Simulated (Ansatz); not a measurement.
# Cl on Fe(110): change of the work function, part 2 of 2

How does Cl on the longbridge site change the work function of Fe(110) as the layer fills?

Ansatz 0.2.0; plane-wave DFT, PBEsol, Ansatz PAW (the session's first sound run).

So far, work function, upper face (eV): step 2 (the clean slab) 4.81; step 3 (17 atoms, coverage 0.25 ML, cell 2x2) 4.58; step 4 (18 atoms, coverage 0.5 ML, cell 2x2) 4.64.

## (5) The covered slab, k-mesh 13×13×1, coverage 1 ML

System of this step: Cl/Fe(110). The cell holds 5 atoms: 4 Fe and 1 Cl. Cell: a = 2.485 Å, b = 2.485 Å, c = 25.856 Å, α = 90.0°, β = 90.0°, γ = 70.5°. Vacuum lies along c.

input.yaml

```yaml
crystal:
  lattice:
    - [2.029396462, -1.435, 0.0]
    - [2.029396462, 1.435, 0.0]
    - [0.0, 0.0, 25.8560464217]
  atoms:
    - { symbol: Fe, position: [0.0, 0.0, 0.3480810582], spin: 2.65 }
    - { symbol: Fe, position: [0.5, 0.5, 0.4265693324], spin: 2.31 }
    - { symbol: Fe, position: [0.0, 0.0, 0.5014732803], spin: 2.22 }
    - { symbol: Fe, position: [0.5, 0.5, 0.5747842506], spin: 2.53 }
    - { symbol: Cl, position: [0.0, 0.0, 0.6519189418] }
magnetization:
  spin_polarized: true
kpoints:
  mp_grid: { grid: [13, 13, 1] }
hamiltonian:
  xc: pbesol
scf:
  occupations: { method: fermi_dirac, width: 0.1 }
  convergence: { dr2_threshold: 1.0e-08 }
efield:
  axis: 3
  dipole_correction: true
  ramp_position: 0.97
  ramp_width: 0.06
relax:
  f_tol: 0.02
  max_steps: 60
  constraints: [{ sites: [0, 1] }]
output:
  bader: true
  write_potential: true
  write_density: true
  volumetric_format: npy
```

Run with:

```bash
ansatz run input.yaml --threads 4 --pin off --max-ram 12288MiB --backend cpu --events-out ev --progress --plain --runs-dir out
```

It took 1.8 min on 4 threads of Arm Neoverse V1, shared host; peak memory 0.83 GiB.

The steps of the relaxation:

```tsv
step	energy less that of the first step (eV)	largest force component (eV/Å)
1	0.0000	0.3430
2	-0.0044	0.2264
3	-0.0077	0.0125
```

The run keeps the 4 symmetry operations that it works with, so distortions that break them were not tested.

The atoms that moved most (Å):

```tsv
atom	dx	dy	dz	length
Fe4	0.000	0.000	0.055	0.055
Cl5	0.000	0.000	0.025	0.025
Fe3	0.000	0.000	0.008	0.008
```

Running mean over 2.029 Å of the planar mean; the ramp of the sawtooth is left out. Electron's electrostatic potential energy less the Fermi level against z:

z (Å), electron's electrostatic potential energy less the Fermi level (eV) and a bar from the least value:
```
      3.5        4.8 ##############################
      4.0        4.8 ##############################
      4.5        4.8 ##############################
      5.0        4.8 ##############################
      5.5        4.8 ##############################
      6.0        4.8 ##############################
      6.5        4.6 ##############################
      7.0        4.0 ############################
      7.5        1.8 ########################
      8.0       -3.1 ##############
      8.5       -7.7 #####
      9.0       -9.4 ##
      9.5       -9.4 ##
     10.0       -9.4 ##
     10.5       -9.4 ##
     11.0       -9.5 ##
     11.5       -9.9 #
     12.0      -10.3 #
     12.5      -10.0 #
     13.0       -9.6 ##
     13.5      -10.1 #
     14.0      -10.5 
     14.5      -10.4 
     15.0      -10.3 
     15.5      -10.5 
     16.0      -10.3 
     16.5       -9.3 ##
     17.0       -8.2 #####
     17.5       -5.8 #########
     18.0       -1.0 ###################
     18.5        2.9 ##########################
     19.0        4.0 ############################
     19.5        4.2 #############################
     20.0        4.3 #############################
     20.5        4.3 #############################
     21.0        4.3 #############################
     21.5        4.3 #############################
     22.0        4.3 #############################
     22.5        4.3 #############################
```

The relaxation took 3 steps and lowered the energy by 0.0077 eV; the largest force on the free atoms ends at 0.013 eV/Å.

The covered face has 4.27 eV, -0.54 eV against the clean one; the bare back face has moved by -0.04 eV, a measure of how thin the slab is.

## (6) Work function against coverage

This step: plane-wave DFT, PBEsol, Ansatz PAW; work function against coverage (Ansatz 0.2.0).

The runs are now put side by side.

Numbers from this step:

```
work function of the clean face     : 4.813 eV
largest change of the work function : -0.5418 eV
```

The work function of the covered face by coverage:

```tsv
coverage (adsorbates/nm²)	work function of the covered face (eV)
0.00	4.81
4.29	4.58
8.58	4.64
17.17	4.27
```

The dipole per adsorbate comes from the change of the cell's dipole. Coverage, by row:

```tsv
coverage (1/nm²)	coverage (ML)	work function (eV)	change (eV)	dipole per adsorbate, positive end outwards (debye)	mean height of the added atoms over the highest substrate atom (Å)
4.292	0.25	4.577	-0.2355	0.137	1.669
8.585	0.5	4.638	-0.1745	0.043	1.678
17.17	1	4.271	-0.5418	0.078	1.964
```

## (7) The 0.25 ML cell at another level of theory, cutoff 420 eV, functional PBE

This step: plane-wave DFT, PBE, Ansatz PAW (Ansatz 0.2.0).

System of this step: Cl/Fe(110). The cell holds 17 atoms: 16 Fe and 1 Cl. Cell: a = 4.971 Å, b = 4.971 Å, c = 25.856 Å, α = 90.0°, β = 90.0°, γ = 70.5°. Vacuum lies along c.

The geometry is kept and the functional is PBE.

input.yaml

```yaml
crystal:
  lattice:
    - [4.058792924, -2.87, 0.0]
    - [4.058792924, 2.87, 0.0]
    - [0.0, 0.0, 25.8560464217]
  atoms:
    - { symbol: Fe, position: [0.0, 0.0, 0.3480810582], spin: 2.5 }
    - { symbol: Fe, position: [0.25, 0.25, 0.4265693324], spin: 2.5 }
    - { symbol: Fe, position: [0.0, 0.0, 0.501722267], spin: 2.5 }
    - { symbol: Fe, position: [0.2481317883, 0.2481317883, 0.575915603], spin: 2.5 }
    - { symbol: Fe, position: [0.0, 0.5, 0.3480810582], spin: 2.5 }
    - { symbol: Fe, position: [0.25, 0.75, 0.4265693324], spin: 2.5 }
    - { symbol: Fe, position: [0.0, 0.5, 0.5017182432], spin: 2.5 }
    - { symbol: Fe, position: [0.2656517558, 0.7343482442, 0.575325518], spin: 2.5 }
    - { symbol: Fe, position: [0.5, 0.0, 0.3480810582], spin: 2.5 }
    - { symbol: Fe, position: [0.75, 0.25, 0.4265693324], spin: 2.5 }
    - { symbol: Fe, position: [0.5, 0.0, 0.5017182432], spin: 2.5 }
    - { symbol: Fe, position: [0.7343482442, 0.2656517558, 0.575325518], spin: 2.5 }
    - { symbol: Fe, position: [0.5, 0.5, 0.3480810582], spin: 2.5 }
    - { symbol: Fe, position: [0.75, 0.75, 0.4265693324], spin: 2.5 }
    - { symbol: Fe, position: [0.5, 0.5, 0.5012893366], spin: 2.5 }
    - { symbol: Fe, position: [0.7518682117, 0.7518682117, 0.575915603], spin: 2.5 }
    - { symbol: Cl, position: [0.0, 0.0, 0.6404460138] }
magnetization:
  spin_polarized: true
kpoints:
  mp_grid: { grid: [7, 7, 1] }
hamiltonian:
  xc: pbe
scf:
  occupations: { method: fermi_dirac, width: 0.1 }
  convergence: { dr2_threshold: 1.0e-08 }
efield:
  axis: 3
  dipole_correction: true
  ramp_position: 0.97
  ramp_width: 0.06
output:
  write_potential: true
  write_density: true
  volumetric_format: npy
```

Wall time 5.8 min (4 threads); peak memory 4.7 GiB; 22 min of CPU time.

Numbers from this step:

```
energy at zero smearing        : -72762.4491 eV
total moment                   : 39.13 μB
work function, upper face      : 4.499 eV
work function, lower face      : 4.733 eV
dipole along the normal        : 0.03014 e·Å
step between the vacuum levels : -0.2341 eV
```

Site moment by atom:

```tsv
atom	site moment (μB)
Fe1	2.67
Fe2	2.34
Fe3	2.36
Fe4	2.64
Fe5	2.65
Fe6	2.36
Fe7	2.29
Fe8	2.37
Fe9	2.65
Fe10	2.36
Fe11	2.29
Fe12	2.37
Fe13	2.65
Fe14	2.34
Fe15	2.06
Fe16	2.64
Cl17	0.08
```

The work function comes to 4.50 eV, -0.08 eV from the first level.

## (8) The 0.25 ML cell at another level of theory, cutoff 420 eV, functional RPBE

This step: plane-wave DFT, RPBE, Ansatz PAW (Ansatz 0.2.0).

The geometry is kept and the functional is RPBE.

input.yaml: that of step 7 with these lines changed.

```diff
@@ -28,3 +28,3 @@
 hamiltonian:
-  xc: pbe
+  xc: rpbe
 scf:
```

Elapsed: 5.6 min, on 4 threads; peak memory 4.6 GiB; 22 min of CPU time.

Numbers from this step:

```yaml
energy_at_zero_smearing: -72843.3940 eV
total_moment: 39.68 μB
work_function_upper_face: 4.369 eV
work_function_lower_face: 4.571 eV
dipole_along_the_normal: 0.02598 e·Å
step_between_the_vacuum_levels: -0.2018 eV
```

Site moment by atom:

```tsv
atom	site moment (μB)
Fe1	2.71
Fe2	2.39
Fe3	2.40
Fe4	2.68
Fe5	2.69
Fe6	2.40
Fe7	2.34
Fe8	2.42
Fe9	2.69
Fe10	2.40
Fe11	2.34
Fe12	2.42
Fe13	2.69
Fe14	2.39
Fe15	2.10
Fe16	2.68
Cl17	0.08
```

The work function comes to 4.37 eV, -0.21 eV from the first level.

## (9) The 0.25 ML cell at another level of theory, cutoff 420 eV, functional LDA

This step: plane-wave DFT, LDA, Ansatz PAW (Ansatz 0.2.0).

The geometry is kept and the functional is LDA.

input.yaml: that of step 8 with these lines changed.

```diff
@@ -28,3 +28,3 @@
 hamiltonian:
-  xc: rpbe
+  xc: lda
 scf:
```

The job ended after 8.4 min (4 threads; peak memory 4.6 GiB).

The work function comes to 4.82 eV, +0.24 eV from the first level.

## (10) The 0.25 ML cell at another level of theory, cutoff 1320 eV, functional PBE

This step: plane-wave DFT, PBE, JTH PAW (Ansatz 0.2.0).

The geometry is kept and the functional is PBE; other changes against the main runs: JTH PAW files and cutoff 420 → 1320.

input.yaml: that of step 9 with these lines changed.

```diff
@@ -28,3 +28,4 @@
 hamiltonian:
-  xc: lda
+  xc: pbe
+  pseudopotentials: { kind: paw, source: jth }
 scf:
```

Wall time 25 min (4 threads); peak memory 9.9 GiB.

The work function comes to 4.50 eV, -0.07 eV from the first level.

## (11) Side by side

Times are for 4 threads of Arm Neoverse V1, shared host. The series side by side:

```tsv
no.	functional	work function, upper face (eV)	dipole along the normal (e·Å)	time	memory (GiB)
1	pbe	4.499	0.03014	5.8 min	4.7
2	rpbe	4.369	0.02598	5.6 min	4.6
3	lda	4.816	0.03352	8.4 min	4.6
4	pbe	4.503	0.03053	25 min	9.9
```

## (12) The same run with other settings: hamiltonian.dispersion = "d3bj"

This step: plane-wave DFT, PBEsol, Ansatz PAW, but for the change named below (Ansatz 0.2.0).

System of this step: Cl/Fe(110). The cell holds 5 atoms: 4 Fe and 1 Cl. Its edges and angles: a = 2.485 Å, b = 2.485 Å, c = 25.856 Å, α = 90.0°, β = 90.0°, γ = 70.5°. Vacuum lies along c.

A run with a changed input: it repeats the earlier run at 1 ML with hamiltonian.dispersion to d3bj.

input.yaml, the sections that differ from step 10:

```yaml
crystal:
  lattice:
    - [2.029396462, -1.435, 0.0]
    - [2.029396462, 1.435, 0.0]
    - [0.0, 0.0, 25.8560464217]
  atoms:
    - { symbol: Fe, position: [0.0, 0.0, 0.3480810582], spin: 2.65 }
    - { symbol: Fe, position: [0.5, 0.5, 0.4265693324], spin: 2.31 }
    - { symbol: Fe, position: [0.0, 0.0, 0.5014732803], spin: 2.22 }
    - { symbol: Fe, position: [0.5, 0.5, 0.5747842506], spin: 2.53 }
    - { symbol: Cl, position: [0.0, 0.0, 0.6519189418] }
kpoints:
  mp_grid: { grid: [13, 13, 1] }
hamiltonian:
  xc: pbesol
  dispersion: d3bj
relax:
  f_tol: 0.02
  max_steps: 60
  constraints: [{ sites: [0, 1] }]
output:
  bader: true
  write_potential: true
  write_density: true
  volumetric_format: npy
# magnetization, scf, efield: as in step 10
```

Run time: 2 min. Hardware: 4 threads; peak memory 0.83 GiB.

The steps of the relaxation:

```tsv
step	energy less that of the first step (eV)	largest force component (eV/Å)
1	0.0000	0.2979
2	-0.0033	0.2109
3	-0.0069	0.0223
4	-0.0069	0.0033
```

Forces are held to the 4 operations that the run works with; a distortion that breaks them can't arise in this run.

The atoms that moved most (Å):

```tsv
atom	dx	dy	dz	length
Cl5	0.000	0.000	-0.040	0.040
Fe4	0.000	0.000	0.015	0.015
Fe3	0.000	0.000	-0.013	0.013
```

The relaxed structure:

```
Fe Cl
1.0
     2.02940   -1.43500    0.00000
     2.02940    1.43500    0.00000
     0.00000    0.00000   25.85605
Fe Cl
4 1
Direct
  0.00000 0.00000 0.34808
  0.50000 0.50000 0.42657
  0.00000 0.00000 0.50097
  0.50000 0.50000 0.57538
  0.00000 0.00000 0.65036
```

This step gave:

| Quantity | Value |
| --- | --- |
| energy at zero smearing | -18855.1658 eV |
| total moment | 10.06 μB |
| site moments | 2.656, 2.347, 2.280, 2.612, 0.08947 μB |
| work function, upper face | 4.249 eV |
| work function, lower face | 4.815 eV |
| dipole along the normal | 0.01819 e·Å |
| step between the vacuum levels | -0.5652 eV |

Site moment by atom:

```tsv
atom	site moment (μB)
Fe1	2.66
Fe2	2.35
Fe3	2.28
Fe4	2.61
Cl5	0.09
```

```tsv
quantity	this run	earlier run	difference
work function, upper face (eV)	4.249	4.271	-0.021
work function, lower face (eV)	4.815	4.819	-0.0045
dipole along the normal (e·Å)	0.01819	0.01765	5.5e-4
total moment (μB)	10.06	10.14	-0.077
```

What moves beyond 0.01 in its unit (for the dipole 0.5 % and 5e-5 e·Å): dipole along the normal (+0.000545 e·Å), total moment (-0.077 μB) and work function, upper face (-0.0214 eV).

## (13) A changed input

This step: plane-wave DFT, PBEsol, Ansatz PAW (Ansatz 0.2.0).

System of this step: Fe(110). The cell holds 4 atoms: 4 Fe. Its edges and angles: a = 2.485 Å, b = 2.485 Å, c = 24.088 Å, α = 90.0°, β = 90.0°, γ = 70.5°. Vacuum lies along c.

Another changed input: it repeats the earlier run at 0 ML with scf.lower_state_search to standard and basis.ecutwfc to 29.4 Ry.

input.yaml, the sections that differ from step 12:

```yaml
crystal:
  lattice:
    - [2.029396462, -1.435, 0.0]
    - [2.029396462, 1.435, 0.0]
    - [0.0, 0.0, 24.088189386]
  atoms:
    - { symbol: Fe, position: [0.0, 0.0, 0.3736270857], spin: 2.5 }
    - { symbol: Fe, position: [0.5, 0.5, 0.4578756952], spin: 2.5 }
    - { symbol: Fe, position: [0.0, 0.0, 0.5421243048], spin: 2.5 }
    - { symbol: Fe, position: [0.5, 0.5, 0.6263729143], spin: 2.5 }
hamiltonian:
  xc: pbesol
scf:
  occupations: { method: fermi_dirac, width: 0.1 }
  convergence: { dr2_threshold: 1.0e-08 }
  lower_state_search: standard
output:
  write_potential: true
  write_density: true
  volumetric_format: npy
basis:
  ecutwfc: "29.4 Ry"
# magnetization, kpoints, efield, relax: as in step 12
```

The job ended after 2.1 min (4 threads; peak memory 0.87 GiB).

The steps of the relaxation:

```tsv
step	energy less that of the first step (eV)	largest force component (eV/Å)
1	0.0000	0.5907
2	-0.0430	0.3561
3	-0.0630	0.0400
4	-0.0632	0.0015
4	-0.0632	0.0015
```

Forces are held to the 4 operations that the run works with; a distortion that breaks them can't arise in this run.

The atoms that moved most (Å):

```tsv
atom	dx	dy	dz	length
Fe4	0.000	0.000	-0.226	0.226
Fe3	0.000	0.000	-0.093	0.093
```

Final coordinates:

```xyz
4
Lattice="2.0294 -1.4350 0.0000 2.0294 1.4350 0.0000 0.0000 0.0000 24.0882" Properties=species:S:1:pos:R:3
Fe    0.0000    0.0000    9.0000
Fe    2.0294    0.0000   11.0294
Fe    0.0000    0.0000   12.9662
Fe    2.0294    0.0000   14.8619
```

Numbers from this step:

| Quantity | Value |
| --- | --- |
| energy at zero smearing | -17793.1683 eV |
| total moment | 9.784 μB |
| site moments | 2.647, 2.312, 2.216, 2.526 μB |
| work function, upper face | 4.812 eV |
| work function, lower face | 4.856 eV |
| dipole along the normal | 0.001411 e·Å |
| step between the vacuum levels | -0.04387 eV |

```tsv
quantity	this run	earlier run	difference
work function, upper face (eV)	4.812	4.813	-2.0e-4
work function, lower face (eV)	4.856	4.856	5.3e-4
dipole along the normal (e·Å)	0.001411	0.001389	2.2e-5
total moment (μB)	9.784	9.783	7.2e-4
```

Nothing in the table moves by 0.01 in its unit (for the dipole 0.5 % and 5e-5 e·Å). The run took 76 SCF cycles against 54.

## (14) Outcome

```yaml
work_function_of_the_clean_face: 4.81 eV
work_function_at_0p25_ml: 4.58 eV
work_function_at_0p5_ml: 4.64 eV
work_function_at_1_ml: 4.27 eV
dipole_per_adsorbate_at_0p25_ml_positive_end_outwards: 0.14 D
```

**Reading.** Cl lowers the work function of Fe(110) at the lowest coverage, by 0.24 eV: the adsorbate layer has its positive end outwards. An electronegative adsorbate that lowers the work function shows that charge transfer alone doesn't fix the sign: the pushed-back electron tail of the metal and the adsorbate's own polarisation count too. At the highest coverage the adsorbates are pressed to about 2.5 Å, closer than unbonded atoms of this kind usually come, so a real layer may not reach it. The slab has 4 layers, at the tabulated experimental lattice constant, one starting site was run, and quantum-size effects of a slab this thin can reach one or two tenths of an eV. The magnetic order is the one reached from the typed start; other orders were not compared.

[Logs are printed without paths, hosts, clocks, repeated set-up lines and the standing remarks that a program may print on its own settings, such as how far it seeks lower states.]

[Hosts, paths, dates, database ids (printed as entryN), source tags and the programs' standing remarks are cut or masked in the printed files.]

[Maps of the electrostatic potential energy from Ansatz leave out the sawtooth potential of an applied field or a dipole correction, so their vacuum need not be flat; planar profiles and work functions include it.]
